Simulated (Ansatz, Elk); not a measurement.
# How far do independent atoms describe IrC?

Structure refinements treat a crystal as free atoms side by side. For a made-up structure of IrC (cell and positions from a PBEsol relaxation) the runs below show what the calculated density changes in F(hkl).

Program: Elk 11.2.3 (patched build). Level of theory: DFT, PBE, all-electron APW+lo, Dirac cores, scalar-relativistic bands, static density, no spin. Results are calculated unless marked as measured.

The structure was built from a prototype and need not be the compound's stable phase.

**1. The structure**

The structure is hexagonal, space group P6_3/mmc (No. 194). The conventional cell has a = 2.867 Å, b = 2.867 Å, c = 5.715 Å, α = 90.00°, β = 90.00°, γ = 120.00°. Nearest to Ir lie 6 C at 2.19 Å. Nearest to C lie 6 Ir at 2.19 Å. Farther neighbours are not listed.

**2. Ground state and structure factors**

An all-electron density is needed, since X-rays see the cores too. Task 0 finds the density and task 195 Fourier-transforms it; tshift is off so that phases refer to the origin typed.

elk.in reads:

```
tasks
  0
  195

xctype
  20

spinpol
  .false.

rgkmax
  7.0

gmaxvr
  14.0

lmaxo
  7

lmaxapw
  8

swidth
  0.002

tshift
  .false.

ramdisk
  .false.

hmaxvr
  5.5

maxscl
  120

epspot
  1e-06

sppath
  './'

avec
  5.41764012092 0.00000000000 -0.00000000000
  -2.70882006046 4.69181397328 0.00000000000
  -0.00000000000 0.00000000000 10.79949705973

atoms
  2
  'Ir.in'
  2
  0.3333333333 0.6666666667 0.2500000000   0.000000 0.000000 0.000000
  0.6666666667 0.3333333333 0.7500000000   0.000000 0.000000 0.000000
  'C.in'
  2
  -0.0000000000 -0.0000000000 0.5000000000   0.000000 0.000000 0.000000
  0.0000000000 -0.0000000000 -0.0000000000   0.000000 0.000000 0.000000

ngridk
  9 9 4
```

The run is started by

```sh
OMP_NUM_THREADS=4 elk
```

Numbers of over 12 decimals in the logs are rounded to 6 here.

The log of the run:

```text
┌─────────────────────────┐
│ Elk code version 11.2.3 │
└─────────────────────────┘

All units are atomic (Hartree, Bohr, etc.)

┌─────────────────────────────────────────────────┐
│ Ground-state run starting from atomic densities │
└─────────────────────────────────────────────────┘

Lattice vectors :
   5.417640121       0.000000000      -0.000000000
  -2.708820060       4.691813973       0.000000000
  -0.000000000       0.000000000       10.79949706

Reciprocal lattice vectors :
   1.159764245      0.6695901993       0.000000000
  -0.000000000       1.339180399      -0.000000000
   0.000000000       0.000000000      0.5818035111

Unit cell volume      :    274.5076599
Brillouin zone volume :   0.9036185494

Muffin-tin inner radius fraction :   0.1000000000E-01

Nuclei treated as point charges

Species : 1 (Ir)
 parameters loaded from : Ir.in
 name : iridium
 nuclear charge    :   -77.00000000
 electronic charge :    77.00000000
 atomic mass :    350390.1562
 muffin-tin radius :    2.484659207
 number of radial points in muffin-tin :   1393
 inner part over the whole radius :   0.9953081678E-02
 number on inner part of muffin-tin    :    997
 approximate nuclear radius :   0.1024342351E-03
 number of mesh points to nuclear radius :    526
 atomic positions (lattice), magnetic fields (Cartesian) :
  1 :   0.33333333 -0.33333333  0.25000000    0.00000000  0.00000000  0.00000000
  2 :  -0.33333333  0.33333333 -0.25000000    0.00000000  0.00000000  0.00000000

Species : 2 (C)
 parameters loaded from : C.in
 name : carbon
 nuclear charge    :   -6.000000000
 electronic charge :    6.000000000
 atomic mass :    21894.16674
 muffin-tin radius :    1.597280919
 number of radial points in muffin-tin :    593
 inner part over the whole radius :   0.9804365952E-02
 number on inner part of muffin-tin    :    404
 approximate nuclear radius :   0.4747601631E-04
 number of mesh points to nuclear radius :    167
 atomic positions (lattice), magnetic fields (Cartesian) :
  1 :   0.00000000  0.00000000  0.50000000    0.00000000  0.00000000  0.00000000
  2 :   0.00000000  0.00000000  0.00000000    0.00000000  0.00000000  0.00000000

Total number of atoms per unit cell :    4
Total muffin-tin volume :    162.6446457
 ratio of muffin-tin to unit cell volume :   0.5924958371

Spin treatment :
 spin-unpolarised

Number of Bravais lattice symmetries :   24
Number of crystal symmetries         :   24
Crystal has inversion symmetry
Real symmetric eigensolver will be used

k-point grid :      9     9     4
k-point offset :    0.000000000       0.000000000       0.000000000
k-point set is reduced with full crystal symmetry group
Total number of k-points :       36

Muffin-tin radius times maximum |G+k| :    7.000000000
 using average radius
Maximum |G+k| for APW functions       :    3.429741634
Maximum (1/2)|G+k|²                   :    5.881563839
Maximum |G| for potential and density :    14.00000000
Constant for pseudocharge density :    9
 order of it for each species :   16  16
 order of it for pair densities of each species (exact exchange by exxq0 0: 17) :   14   4
Radial integration step length :    1

G-vector grid sizes :     25    25    49
Number of G-vectors :    12613

Maximum angular momentum used for
 APW functions            :    8
 outer part of muffin-tin :    7
 inner part of muffin-tin :    2

Total nuclear charge    :   -166.0000000
Total core charge       :    100.0000000
Total valence charge    :    66.00000000
Total excess charge     :    0.000000000
Total electronic charge :    166.0000000

Effective Wigner radius, rₛ :   0.7335886276

Number of empty states         :     16
Total number of valence states :     50
Total number of core states    :    100

Third-order local-orbitals added for an l without core states : T
Total number of local-orbitals :     92

Exchange-correlation functional :     20     0     0
 Perdew-Burke-Ernzerhof, Phys. Rev. Lett. 77, 3865 (1996)
 gradient requirement :    1
[...]
xc potential                :     -912.14057135332
 exchange                    :     -698.61519569963
 correlation                 :     -9.915023
 electron entropic           :    -0.10456569361462E-02
 total energy                :     -35795.072360103

Density of states at Fermi energy :    80.92860464
 (states/Hartree/unit cell)

Estimated indirect band gap :   0.2093729303E-02
 from k-point 7 to k-point 9
Estimated direct band gap   :   0.1574235912E-01
 at k-point 11

Charges :
 core                        :    100.0000000
 valence                     :    66.00000000
 interstitial                :    5.852151539
 muffin-tins (core leakage)
  species : 1 (Ir)
   atom 1                    :    75.06730339     (  0.1326373425E-02)
   atom 2                    :    75.06730339     (  0.1326373425E-02)
  species : 2 (C)
[...]
total in muffin-tins        :    160.1478485
 total calculated charge     :    165.9921795
 total charge                :    166.0000000
 error                       :   0.7820498312E-02

RMS change in Kohn-Sham potential (target) :    2.037278260     (  0.1000000000E-05)
Absolute change in total energy (target)   :    1.629469433     (  0.1000000000E-03)

[... loops 3 to 15 left out ...]

┌──────────────────┐
│ Loop number : 16 │
└──────────────────┘

Energies :
 Fermi                       :     0.527896
 sum of occupied eigenvalues :     -21942.239135138
 electron kinetic            :      40784.651109580
 core electron kinetic       :      39240.338828953
 Coulomb                     :     -75867.747345087
 Coulomb potential           :     -61799.081531756
 nuclear-nuclear             :     -3445.2876359672
 electron-nuclear            :     -83122.175637452
 Hartree                     :      10699.715928333
 Madelung                    :     -44968.206579209
 xc potential                :     -927.80871296227
 exchange                    :     -699.24243895443
 correlation                 :     -9.931777
 electron entropic           :    -0.53607677681908E-03
 total energy                :     -35792.270987729

Density of states at Fermi energy :    35.91144710
 (states/Hartree/unit cell)

Estimated indirect band gap :   0.5779058636E-02
 from k-point 22 to k-point 21
Estimated direct band gap   :   0.2004617732E-01
 at k-point 22

Charges :
 core                        :    100.0000000
 valence                     :    66.00000000
 interstitial                :    5.558910681
 muffin-tins (core leakage)
  species : 1 (Ir)
[...]
species : 2 (C)
[...]
total in muffin-tins        :    160.4410893
 total calculated charge     :    165.9929097
 total charge                :    166.0000000
 error                       :   0.7090293670E-02

RMS change in Kohn-Sham potential (target) :   0.2530428911E-06 (  0.1000000000E-05)
Absolute change in total energy (target)   :   0.7453279250E-04 (  0.1000000000E-03)

Convergence targets achieved

┌──────────────────┐
│ Loop number : 17 │
└──────────────────┘

Energies :
 Fermi                       :     0.527896
 sum of occupied eigenvalues :     -21942.239143209
 electron kinetic            :      40784.651110176
 core electron kinetic       :      39240.338824417
 Coulomb                     :     -75867.747354091
 Coulomb potential           :     -61799.081520481
 nuclear-nuclear             :     -3445.2876359672
 electron-nuclear            :     -83122.175667070
 Hartree                     :      10699.715948946
 Madelung                    :     -44968.206593850
 xc potential                :     -927.80873290379
 exchange                    :     -699.24243934830
 correlation                 :     -9.931777
 electron entropic           :    -0.53607696487278E-03
 total energy                :     -35792.270996540

Density of states at Fermi energy :    35.91147247
 (states/Hartree/unit cell)

Estimated indirect band gap :   0.5779048283E-02
 from k-point 22 to k-point 21
Estimated direct band gap   :   0.2004616843E-01
 at k-point 22

Charges :
 core                        :    100.0000000
 valence                     :    66.00000000
 interstitial                :    5.558910554
 muffin-tins (core leakage)
  species : 1 (Ir)
[...]
atom 2                    :    75.61642703     (  0.1243188601E-02)
  species : 2 (C)
   atom 1                    :    4.604117696     (  0.2107803254E-04)
   atom 2                    :    4.604117696     (  0.2107803254E-04)
 total in muffin-tins        :    160.4410894
 total calculated charge     :    165.9929097
 total charge                :    166.0000000
 error                       :   0.7090293456E-02

┌──────────────────────────────┐
│ Self-consistent loop stopped │
└──────────────────────────────┘

Warning : core states of species 1 leak from the muffin-tin :   0.1243188601E-02

Wrote STATE.OUT
```

Run time: 25 s. Hardware: 4 threads of Intel Xeon Platinum 8488C (Sapphire Rapids), shared host; peak memory 0.17 GiB; 82 s of CPU time.

SFACRHO.OUT:

```text

h k l indices transformed by vhmat matrix:
   1.000000000       0.000000000       0.000000000    
   0.000000000       1.000000000       0.000000000    
   0.000000000       0.000000000       1.000000000    

      h      k      l  multipl.   |H|            Re(F)            Im(F)           |F|

      0      0      0      1   0.0000000       166.00000      0.73341980E-16   166.00000    
      0      0      1      2  0.58180351     -0.22857354E-13 -0.87236654E-15  0.22873996E-13
      0      0      2      2   1.1636070      -126.08205      0.19741057E-14   126.08205    
     -1      1      0      6   1.3391804      -57.597582     -0.30452276E-13   57.597582    
      1     -1     -1      6   1.4601026      -110.14123      0.50328775E-13   110.14123    
     -1      1     -1      6   1.4601026       110.14123      0.50317738E-13   110.14123    
      0      0     -3      2   1.7454105      0.85238884E-13  0.31844722E-14  0.85298348E-13
      1     -1     -2      6   1.7740872       65.720210     -0.32011486E-13   65.720210    
      1     -1      2      6   1.7740872       65.720210     -0.28912286E-13   65.720210    
      0     -1      3      6   2.1999687       96.211658     -0.44900014E-13   96.211658    
      0      1      3      6   2.1999687      -96.211658     -0.44843177E-13   96.211658    
     -1      2      0      6   2.3195285       113.23813      0.96915309E-13   113.23813    
      0      0     -4      2   2.3272140       113.04142     -0.26262534E-14   113.04142    
     -1      2     -1     12   2.3913820      0.67652764E-07  0.68938426E-15  0.67652764E-07
     -1      2     -2     12   2.5950325      -99.701143     -0.93523933E-13   99.701143    
      0      2      0      6   2.6783608      -47.371228     -0.53374097E-13   47.371228    
      0     -1      4      6   2.6850194      -47.302305      0.48269102E-13   47.302305    
      0      1      4      6   2.6850194      -47.302305     -0.20322235E-13   47.302305
```

Elk indexes on the primitive cell of elk.in and gives |H| = 4π sin θ/λ in inverse bohr. Below, one row stands for each form hkl of the conventional cell (m members, Friedel mates merged), F is for one primitive cell and the density is static (no thermal factor). Free-atom factors are Waasmaier and Kirfel's, and R is Σm||F|−|F'||/Σm|F|. Elk warned that it couldn't find a linearisation energy, which lowers the accuracy of some states in this run and its variants.

```tsv
hkl	m	sin θ/λ (Å⁻¹)	abs F, DFT	neutral atoms	diff.
001	2	0.087	0.000	0.000	+0.000
002	2	0.175	126.082	126.456	-0.374
100	6	0.201	57.598	58.007	-0.409
101	12	0.220	110.141	110.296	-0.155
003	2	0.263	0.000	0.000	+0.000
102	12	0.267	65.720	65.705	+0.015
103	12	0.331	96.212	96.413	-0.201
110	6	0.349	113.238	113.317	-0.079
004	2	0.350	113.041	113.154	-0.113
111	12	0.360	0.000	0.000	+0.000
112	12	0.390	99.701	99.766	-0.065
200	6	0.403	47.371	47.237	+0.134
104	12	0.404	47.302	47.184	+0.118
201	12	0.412	87.504	87.560	-0.056
```

**3. The highest occupied states alone**

An energy window below the Fermi level keeps the highest occupied states, to see at which angles they scatter; shallow core shells can lie inside it and anion s states outside. No new self-consistency is needed.

elk.in: that of step 2 with these lines changed.

```diff
@@ -1,3 +1,2 @@
 tasks
-  0
   195
@@ -40,2 +39,5 @@
 
+wsfac
+  0.086900 0.827900
+
 sppath
```

The run is started by

```sh
OMP_NUM_THREADS=4 elk
```

The log of the run:

```text
┌─────────────────────────────────┐
│ Elk code version 11.2.3 started │
└─────────────────────────────────┘

Info(readinput): the functional depends on the density's gradient
 muffin-tin radial points multiplied by    2.00000
 (not where nrmtscf is given)

┌────────────────────┐
│ Current task : 195 │
└────────────────────┘
Info(checkmt): changed muffin-tin radius of species 1 (Ir) from   2.8000 to   2.4847
Info(checkmt): changed muffin-tin radius of species 2 (C) from   1.8000 to   1.5973

Warning(linengy): could not find 1 linearisation energies in s.c. loop 1

Info(sfacrho): density structure factors written to SFACRHO.OUT

 Energy window :   0.8690000000E-01  0.8279000000

┌──────────────────┐
│ Elk code stopped │
└──────────────────┘
```

Run time: 3.2 s. Hardware: 4 threads; peak memory 0.16 GiB.

States within 12 eV below the Fermi level hold 22.00 electrons; any levels below the window count with the cores. Their amplitudes can exceed the total, where window and core parts have opposite phase:

```tsv
hkl	sin θ/λ (Å⁻¹)	abs F, window	abs F, all
001	0.087	0.000	0.000
002	0.175	4.032	126.082
100	0.201	0.307	57.598
101	0.220	3.562	110.141
003	0.263	0.000	0.000
102	0.267	2.415	65.720
103	0.331	0.509	96.212
110	0.349	0.984	113.238
004	0.350	1.048	113.041
111	0.360	0.000	0.000
```

**4. Another functional**

The difference from free atoms is small, so it is set against the change that LDA (Perdew-Wang) makes.

elk.in: that of step 3 with these lines changed.

```diff
@@ -1,2 +1,3 @@
 tasks
+  0
   195
@@ -4,3 +5,3 @@
 xctype
-  20
+  3
 
@@ -39,5 +40,2 @@
 
-wsfac
-  0.086900 0.827900
-
 sppath
```

The run is started by

```sh
OMP_NUM_THREADS=4 elk
```

The log of the run:

```text
┌─────────────────────────┐
│ Elk code version 11.2.3 │
└─────────────────────────┘

All units are atomic (Hartree, Bohr, etc.)

┌─────────────────────────────────────────────────┐
│ Ground-state run starting from atomic densities │
└─────────────────────────────────────────────────┘

Lattice vectors :
   5.417640121       0.000000000      -0.000000000
  -2.708820060       4.691813973       0.000000000
  -0.000000000       0.000000000       10.79949706

Reciprocal lattice vectors :
   1.159764245      0.6695901993       0.000000000
[...]
muffin-tins (core leakage)
  species : 1 (Ir)
[...]
species : 2 (C)
   atom 1                    :    4.591962204     (  0.1893893916E-04)
   atom 2                    :    4.591962204     (  0.1893893916E-04)
 total in muffin-tins        :    160.4518182
 total calculated charge     :    165.9929363
 total charge                :    166.0000000
 error                       :   0.7063700018E-02

┌──────────────────────────────┐
│ Self-consistent loop stopped │
└──────────────────────────────┘

Warning : core states of species 1 leak from the muffin-tin :   0.1237228535E-02

Wrote STATE.OUT
[key lines of the parts left out:]
total energy                :     -35771.601594539
```

The job ended after 16 s (4 threads; peak memory 0.16 GiB).

Against the first run R = 0.02 %; the largest change is -0.029 at 008.

**5. A coarser k-mesh**

About half the k-points along each axis test the sampling.

elk.in: that of step 4 with these lines changed.

```diff
@@ -5,3 +5,3 @@
 xctype
-  3
+  20
 
@@ -60,2 +60,2 @@
 ngridk
-  9 9 4
+  4 4 2
```

The run is started by

```sh
OMP_NUM_THREADS=4 elk
```

The log of the run:

```text
┌─────────────────────────┐
│ Elk code version 11.2.3 │
└─────────────────────────┘

All units are atomic (Hartree, Bohr, etc.)

┌─────────────────────────────────────────────────┐
│ Ground-state run starting from atomic densities │
└─────────────────────────────────────────────────┘

Lattice vectors :
   5.417640121       0.000000000      -0.000000000
  -2.708820060       4.691813973       0.000000000
  -0.000000000       0.000000000       10.79949706

Reciprocal lattice vectors :
   1.159764245      0.6695901993       0.000000000
[...]
muffin-tins (core leakage)
  species : 1 (Ir)
[...]
species : 2 (C)
   atom 1                    :    4.609415069     (  0.2109774533E-04)
   atom 2                    :    4.609415069     (  0.2109774533E-04)
 total in muffin-tins        :    160.4339094
 total calculated charge     :    165.9928276
 total charge                :    166.0000000
 error                       :   0.7172412549E-02

┌──────────────────────────────┐
│ Self-consistent loop stopped │
└──────────────────────────────┘

Warning : core states of species 1 leak from the muffin-tin :   0.1240579027E-02

Wrote STATE.OUT
[key lines of the parts left out:]
total energy                :     -35792.273723985
```

Run time: 11 s. Hardware: 4 threads; peak memory 0.17 GiB.

Against the first run R = 0.01 %; the largest change is -0.037 at 002.

**6. Basis size**

A smaller basis shows how fast F responds to it; the change is likely larger than the basis error of the first run, but doesn't show convergence.

elk.in: that of step 5 with these lines changed.

```diff
@@ -11,3 +11,3 @@
 rgkmax
-  7.0
+  5.5
 
@@ -60,2 +60,2 @@
 ngridk
-  4 4 2
+  9 9 4
```

The run is started by

```sh
OMP_NUM_THREADS=4 elk
```

The log of the run:

```text
┌─────────────────────────┐
│ Elk code version 11.2.3 │
└─────────────────────────┘

All units are atomic (Hartree, Bohr, etc.)

┌─────────────────────────────────────────────────┐
│ Ground-state run starting from atomic densities │
└─────────────────────────────────────────────────┘

Lattice vectors :
   5.417640121       0.000000000      -0.000000000
  -2.708820060       4.691813973       0.000000000
  -0.000000000       0.000000000       10.79949706

Reciprocal lattice vectors :
   1.159764245      0.6695901993       0.000000000
[...]
muffin-tins (core leakage)
  species : 1 (Ir)
[...]
species : 2 (C)
   atom 1                    :    4.559901191     (  0.2094987921E-04)
   atom 2                    :    4.559901191     (  0.2094987921E-04)
 total in muffin-tins        :    160.2913617
 total calculated charge     :    165.9926631
 total charge                :    166.0000000
 error                       :   0.7336865591E-02

┌──────────────────────────────┐
│ Self-consistent loop stopped │
└──────────────────────────────┘

Warning : core states of species 1 leak from the muffin-tin :   0.1240051445E-02

Wrote STATE.OUT
[key lines of the parts left out:]
total energy                :     -35792.182991683
```

Elapsed: 23 s, on 4 threads; peak memory 0.18 GiB.

Against the first run R = 0.02 %; the largest change is -0.059 at 102.

**7. Settings against the effect**

```tsv
run	R against the first run (%)	R against neutral atoms, low angle (%)	wall time
PBE, rgkmax 7	0.00	0.19	25 s
LDA (Perdew-Wang)	0.02	0.18	16 s
k-mesh 4×4×2	0.01	0.20	11 s
rgkmax 5.5	0.02	0.21	23 s
```

**8. Summary of results**

```
R against neutral atoms, sin θ/λ < 0.3 Å⁻¹ : 0.19 %
R against neutral atoms, 0.3 to 0.82 Å⁻¹   : 0.14 %
```

**Reading.** Independent neutral atoms miss the calculated amplitudes by R = 0.19 % below 0.3 Å⁻¹ and 0.14 % from there to 0.82 Å⁻¹; by shells, 0.19 % 0.15 to 0.3 (4 forms), 0.13 % 0.3 to 0.45 (8 forms), 0.14 % above 0.45 (40 forms). Bonding, aspherical density and the tables' own atoms all enter these figures, and the runs don't part them. The largest change of an amplitude is -0.41 electrons, at 100. The window's part falls from 22.0 electrons at the origin to at most 0.40 between 0.45 and 0.82 Å⁻¹. Below 0.3 Å⁻¹ the changes that finished (LDA (Perdew-Wang), k-mesh 4×4×2 and rgkmax 5.5) move F by R = 0.04 % at most, against the 0.19 % that separates it from free atoms. These runs have no spin, though d or f shells may be open. Spin-orbit coupling is left out, which can matter for elements this heavy. Part of the difference isn't bonding: the tables are fits to free atoms and ions calculated by other methods than this functional. Thermal motion, anomalous dispersion and extinction are left out.

[Logs are printed without paths, hosts, clocks, repeated set-up lines and the standing remarks that a program may print on its own settings, such as how far it seeks lower states.]

[Hosts, paths, dates, database ids (printed as entryN), source tags and the programs' standing remarks are cut or masked in the printed files.]
